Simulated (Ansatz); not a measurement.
# A frame of glassy nearly rigid carbon from 4800 K (160 atoms) under strain: runs compared

How stiff is a frame of glassy nearly rigid carbon from 4800 K (160 atoms)?

Computed with Ansatz 0.2.0: Kohn-Sham DFT, PBE, PAW (set soft_2), plane waves.

### Step 1. The cell as built

The cell holds 160 atoms: 160 C. Cell: a = 12.112 Å, b = 12.112 Å, c = 12.112 Å, α = 90.0°, β = 90.0°, γ = 90.0°. 160 atoms (160 C) placed at random at 1.8 g/cm³, melted at 5500 K for 10 ps at fixed volume with the LCBOP (Los and Fasolino, Phys. Rev. B 68, 024107 (2003)). Snapshot at the end of a hold of 5 ps at 4800 K and fixed volume.

What the set-up can't give: The starting topology of bonds comes from the classical model, and needn't be the one that DFT or experiment would give. Only the Γ point is sampled.

### Step 2. The reference run

The reference is a single point at the end of the relaxation.

Every strained cell starts from the geometry of this run, and its atoms are relaxed with the cell held.

Its input, with most atom lines left out:

```yaml
crystal:
  lattice:
    - [11.43624, -0.12994, -0.05873]
    - [-0.12994, 11.74273, -0.12352]
    - [-0.05873, -0.12352, 11.61486]
  atoms:
    - { symbol: C, position: [0.6393, 0.89676, 0.49391] }
    - { symbol: C, position: [0.8692, 0.64583, 0.77905] }
    - { symbol: C, position: [0.39542, 0.31043, 0.05777] }
    - { symbol: C, position: [0.18866, 0.27131, 0.3392] }
    - { symbol: C, position: [0.9721, 0.75899, 0.19962] }
    - { symbol: C, position: [0.78276, 0.02394, 0.55768] }
    - { symbol: C, position: [0.90131, 0.13693, 0.27394] }
    [... atom lines 8 to 160 left out ...]
kpoints:
  mp_grid: { grid: [1, 1, 1] }
hamiltonian:
  xc: pbe
scf:
  occupations: { method: fermi_dirac, width: 0.05 }
output:
  forces: true
  stress: true
  populations: intrinsic
  dos:
    method: { smearing: { sigma: 0.1 } }
    de: 0.1
    projected: { site_lists: { C: [C] } }
  eigenvalues: true
  write_density: true
  write_potential: true
  volumetric_format: npy
```

| Property | Result |
| --- | --- |
| free energy per atom | -250.0939 eV/atom |
| r.m.s. force component | 0.00429 eV/Å |
| pressure | 0.00727 GPa |

Counting bands leaves a spacing of only 0.11 eV (at Γ alone), which the smearing bridges: 3 levels are partly filled by over 2 %, so a gap, if any, is small at this level.

### Step 3. The runs

Each row is one run, on 4 threads of Intel Xeon 6975P-C (Granite Rapids), shared host. The free energy is the program's total, comparable only between runs with the same functional, potentials and atoms.

| run | atoms | outcome | ionic steps, all passes | free energy (eV) | time | host memory (GiB) |
| --- | --- | --- | --- | --- | --- | --- |
| Single point at the start | 160 | converged | - | -39897.099 | 13 s | 2.5 |
| Cell and atoms relaxed | 160 | converged | 77 | -40015.021 | 13 min | 2.6 |
| Single point at the relaxed geometry | 160 | converged | - | -40015.021 | 18 s | 2.3 |
| Volume -3 % | 160 | converged | 6 | -40014.356 | 69 s | 2.3 |
| Volume +3 % | 160 | converged | 7 | -40014.394 | 84 s | 2.4 |
| Volume -6 % | 160 | converged | 20 | -40013.164 | 3.7 min | 2.2 |
| Volume +6 % | 160 | converged | 28 | -40013.737 | 5.6 min | 2.4 |
| Volume -10 % | 160 | converged | 27 | -40012.437 | 4.8 min | 2.1 |
| Stretched by 1 % along x | 160 | converged | 4 | -40014.901 | 49 s | 2.3 |
| Compressed by 1 % along x | 160 | converged | 4 | -40014.903 | 50 s | 2.3 |
| Sheared by 2 % in xy | 160 | converged | 7 | -40014.871 | 77 s | 2.3 |

In some runs the program notes that the exchange-correlation potential is rough where the density is thin and the SCF threshold is loose for the stress.

### Step 4. Pressure against volume

Atoms are relaxed at each volume, in the scaled cell.

| volume change (%) | volume (Å³/atom) | energy change (meV/atom) | pressure (GPa) | largest move on relaxing (Å) | bonds |
| --- | --- | --- | --- | --- | --- |
| -10 | 8.771 | 16.15 | 12.08 | 0.86 | 247 |
| -6 | 9.161 | 11.61 | 7.79 | 0.66 | 241 |
| -3 | 9.454 | 4.16 | 4.61 | 0.11 | 240 |
| +0 | 9.746 | 0.00 | 0.01 | - | 240 |
| +3 | 10.038 | 3.92 | -4.27 | 0.09 | 240 |
| +6 | 10.331 | 8.03 | -6.18 | 1.09 | 239 |

### Step 5. Uniaxial strain and shear

Stress (GPa, compression positive) less that of the relaxed cell, atoms relaxed:

| strain | xx | yy | zz | xy | energy change (meV/atom) |
| --- | --- | --- | --- | --- | --- |
| stretched by 1 % along x | -2.485 | -1.055 | -1.034 | -0.138 | 0.75 |
| compressed by 1 % along x | 2.438 | 1.063 | 1.044 | 0.146 | 0.74 |
| sheared by 2 % in xy | -0.324 | -0.426 | -0.112 | -1.600 | 0.94 |

### Step 6. What came out

The bulk modulus, from the slope of pressure against ln V over the three points nearest the relaxed volume, is 148 GPa; between neighbouring points the slope runs 99, 101, 151, 145 and 67 GPa from the smallest volume up, without a steady fall, so no pressure derivative is given. The count of bonds runs from 239 to 247 over the series, so at some points contacts cross the cutoffs. At -10 %, -6 % and +6 % some atom moved by over 0.5 Å on relaxing, so those points may sit in another local minimum. In the Cartesian axes of the cell, finite differences give C11 = 246, C12 = 106, C13 = 104 and C66 = 80.0 GPa (the shear of 2 % is the engineering strain, εxy = 0.01). The mean of C11, C12 and C13, which equals the bulk modulus in a cubic or isotropic solid, is 152 GPa: it agrees with the bulk modulus within 10 %. For an isotropic solid C66 would equal (C11 − C12)/2 = 70.1 GPa; so small a sample needn't be isotropic, and C66 rests on one shear. With the bulk modulus and C66 as K and G, Young's modulus would be about 203 GPa and Poisson's ratio 0.27.

**Limits.** Strains are finite and relaxations stop at the force tolerance of the input, which can leave moduli too stiff; they are those of a static cell at zero temperature. Volumes are changed with the cell's shape held, so in an anisotropic solid the modulus lies over the one under free hydrostatic load. The program notes that the SCF threshold of the relaxations is loose for the stress.

The DFT runs together took 33 min of wall time.

[Logs are printed without paths, hosts, clocks, repeated set-up lines and the standing remarks that a program may print on its own settings, such as how far it seeks lower states.]

[Hosts, paths, dates, database ids (printed as entryN), source tags and the programs' standing remarks are cut or masked in the printed files.]
